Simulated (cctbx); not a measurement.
## Ni6Rh2C: solution and refinement

Cell a = 3.4570 Å, b = 3.4570 Å, c = 6.9770 Å, α = 90.00°, β = 90.00°, γ = 90.00°; space group P4/mmm (no. 123); content Rh2 Ni6 C1.

Simulated single-crystal data (cctbx): Mo Kα, λ = 0.71073 Å, to d = 0.6 Å, 70 % of the full sphere, strongest reflection 20000 counts, noise from counting, a 4 % proportional error and a noise floor of 2 counts (s.d.); no absorption.

Charge flipping in P1 on normalised amplitudes to 0.6 Å, δ = 0.9 σ, 10 % of the reflections treated as weak, 600 cycles:

```text
cycle      R  skewness
    0  0.537     0.05
   50  0.422     1.35
  100  0.404     1.45
  150  0.390     3.72
  200  0.377     3.62
  250  0.379     3.67
  300  0.378     3.65
  350  0.372     3.74
  400  0.377     3.62
  450  0.368     3.62
  500  0.383     3.72
  550  0.376     3.71
origin shift          correlation  skewness
 0.279  0.194  0.015      1.000      6.81
 0.279  0.194  0.265      1.000      6.92
 0.279  0.694  0.015      1.000      6.82
 0.279  0.694  0.265      1.000      6.80
taken: symmetry correlation 1.000, skewness 6.92
peak      x       y       z  mult  height/sigma
Q1    0.5000  0.5000  0.2439    2     16.3
Q2    0.0000  0.0000  0.2516    2     12.8
Q3    0.0000  0.5000  0.5000    2     10.3
Q4    0.0000  0.5000  0.0000    2     10.0
Q5    0.0000  0.0000  0.5000    1      2.1
Q6    0.2500  0.2500  0.1227    8      1.0
Q7    0.2001  0.5000  0.4012    8      0.7
Q8    0.0000  0.0000  0.0000    1      0.7
Q9    0.2985  0.5000  0.1547    8      0.7
Q10   0.0000  0.5000  0.3072    4      0.6
```

The origin is taken among those within 0.04 of the best correlation, by the skewness of the map.

Run time: 0.46 s on 1 thread of Arm Neoverse V2, on a shared host, peak memory 0.07 GiB.

**Question.** Which peaks are atoms, and which elements?

Heights go roughly as Z and multiplicities must add up to the content. First model: Q1 = Rh1 (2 in the cell, height 16.3), Q2 = Ni1 (2 in the cell, height 12.8), Q3 = Ni2 (2 in the cell, height 10.3), Q4 = Ni3 (2 in the cell, height 10.0) and Q5 = C1 (1 in the cell, height 2.1). Against the true structure, Q1 is Rh, Q2 is Ni, Q3 is Ni, Q4 is Ni and Q5 is C; the other peaks are not atoms.

Least squares on F², isotropic:

```text
Rint 0.039, 158 unique reflections to 0.60 A
cycle     R1     wR2    GooF  max shift (A)
   1  0.2170  0.4527  12.075   0.01384
   2  0.0196  0.0490   1.308   0.00000
final R1 0.0196 wR2 0.0490 GooF 1.308  parameters 7  data/parameter 22.6
atom        x        y        z      Ueq    occ   su(xyz)  su(Uiso or U11)
Rh1    0.50000  0.50000  0.24364   0.0037  1.000  0.00004  0.0001
Ni1    0.00000  0.00000  0.24962   0.0036  1.000  0.00007  0.0002
Ni2    0.00000  0.50000  0.50000   0.0036  1.000  0.00000  0.0002
Ni3    0.00000  0.50000  0.00000   0.0062  1.000  0.00000  0.0002
C1     0.00000  0.00000  0.50000   0.0082  1.000  0.00000  0.0009
difference map: max 2.00 min -1.99 rms 0.27
Q1    0.1266  0.5000  0.0000    4    2.00  0.44 A from Ni3
Q2    0.3218  0.5000  0.0000    4    0.95  1.11 A from Ni3
Q3    0.0000  0.4075  0.2975    8    0.78  1.45 A from Ni1
Q4    0.1769  0.5000  0.3747    8    0.74  1.07 A from Ni2
Q5    0.5000  0.5000  0.4378    2    0.73  1.35 A from Rh1
```

Anisotropic refinement:

```text
Rint 0.039, 158 unique reflections to 0.60 A
cycle     R1     wR2    GooF  max shift (A)
   1  0.0196  0.0492   1.344   0.00010
   2  0.0153  0.0359   0.979   0.00000
final R1 0.0153 wR2 0.0359 GooF 0.979  parameters 14  data/parameter 11.3
atom        x        y        z      Ueq    occ   su(xyz)  su(Uiso or U11)
Rh1    0.50000  0.50000  0.24365   0.0037  1.000  0.00003  0.0001
Ni1    0.00000  0.00000  0.24961   0.0036  1.000  0.00005  0.0002
Ni2    0.00000  0.50000  0.50000   0.0036  1.000  0.00000  0.0002
Ni3    0.00000  0.50000  0.00000   0.0064  1.000  0.00000  0.0002
C1     0.00000  0.00000  0.50000   0.0081  1.000  0.00000  0.0011
difference map: max 0.81 min -0.87 rms 0.22
Q1    0.2574  0.5000  0.0000    4    0.81  0.89 A from Ni3
Q2    0.5000  0.5000  0.4430    2    0.78  1.39 A from Rh1
Q3    0.0000  0.4130  0.2928    8    0.77  1.46 A from Ni1
Q4    0.1750  0.5000  0.3783    8    0.67  1.04 A from Ni2
Q5    0.0000  0.1906  0.3736    8    0.57  1.09 A from Ni1
Q6    0.0951  0.5000  0.1661    8    0.52  1.20 A from Ni3
```

**Reading.** The refinement ends at R1 = 0.0153, wR2 = 0.0359, GooF = 0.98, with difference density between -0.87 and 0.81 e/Å³. Every site matches the true model in element, within 0.001 Å r.m.s., up to an allowed shift of origin.

True model:

| atom | mult. | x | y | z | Ueq (Å²) |
| --- | --- | --- | --- | --- | --- |
| Rh1 | 2 | 0 | 0 | 0.2564 | 0.0036 |
| Ni1 | 2 | 0 | 1/2 | 1/2 | 0.0064 |
| Ni2 | 2 | 0 | 1/2 | 0 | 0.0036 |
| Ni3 | 2 | 1/2 | 1/2 | 0.2503 | 0.0035 |
| C1 | 1 | 1/2 | 1/2 | 0 | 0.0087 |

The model is made up (kin elements in a known structure type, no relaxation), so it says nothing on whether the phase exists.

[Middle refinement cycles are left out of these outputs.]

[Logs are printed without paths, hosts, clocks, repeated set-up lines and the standing remarks that a program may print on its own settings, such as how far it seeks lower states.]
